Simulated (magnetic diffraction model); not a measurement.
## TmP12Os4 below its ordering temperature

Space group Im-3 (no. 204), a = 8.0840 Å.

| site | atom | x | y | z |
| --- | --- | --- | --- | --- |
| 8c | Os | 1/4 | 1/4 | 3/4 |
| 2a | Tm | 0 | 0 | 0 |
| 24g | P | 1/2 | 0.8572 | 0.3441 |

The compound is invented for this exercise: a known structure type with other elements, its cell scaled to their sizes and not relaxed.

Only Tm is taken to order (form factors of Tm3+); orders and moment sizes are assumed, and not adapted to the symmetry. Radiation: neutrons of λ = 4.2 Å, 8° to 90°; isotropic B of 0.31 Å² (Os), 0.32 Å² (Tm) and 0.52 Å² (P). The intensities are simulated: I ∝ L Σ (|F_N|² + |F_M⊥|²) for unpolarised neutrons, with F_M = 2.695 fm/μB × Σ f(s) S exp(2πi Q·r) exp(−B s²) at Q = H ± k (one set where k and −k are equivalent), only the part normal to Q counting and L = 1/(sin²θ cos θ). For collinear order S is the moment m, which repeats by lattice and centring translations R with the sign exp(−2πi k·R). Form factors are spin-only for 3d ions and dipole or tabulated for f ions, scattering lengths are Sears's of 1992, and absorption is left out. A label names one of the reflections at its angle. The strongest nuclear line in the range is 100, and lines under 0.2 are left out.

Above the ordering temperature:

```
2θ (°)    index      I
 43.11  (1 1 0)    1.0
 62.60  (2 0 0)  100.0
 79.03  (2 1 1)    2.0
```

Below it (cell unchanged):

```tsv
2θ (°)	I
43.11	59.0
62.60	114.9
79.03	43.6
```

**Question.** Find the propagation vector, then choose among these models:
A. collinear moments along [001], 5.1 μB on Tm
B. collinear moments along [100], 5.1 μB on Tm
C. collinear moments along [110], 5.1 μB on Tm

No line moves, and magnetic intensity falls on nuclear lines such as the one at 43.11°, so the magnetic cell equals the chemical primitive cell: k = 0.

Magnetic intensity, observed (below minus above) and for each model:

| 2θ (°) | index | observed | A | B | C |
| --- | --- | --- | --- | --- | --- |
| 43.11 | (1 1 0) | 58.0 | 58.0 | 58.0 | 58.0 |
| 62.60 | (2 0 0) | 14.9 | 14.9 | 14.9 | 14.9 |
| 79.03 | (2 1 1) | 41.6 | 41.6 | 41.6 | 41.6 |

Models A, B and C match alike on every line, so these data can't choose among them (such ties are often domains of one structure): a powder sees only the angle between collinear moments and the unique axis of a uniaxial spin configuration, and no direction at all where the configuration is cubic.

The structure used: k = (0 0 0), collinear moments along [100], 5.1 μB on Tm.

[Logs are printed without paths, hosts, clocks, repeated set-up lines and the standing remarks that a program may print on its own settings, such as how far it seeks lower states.]
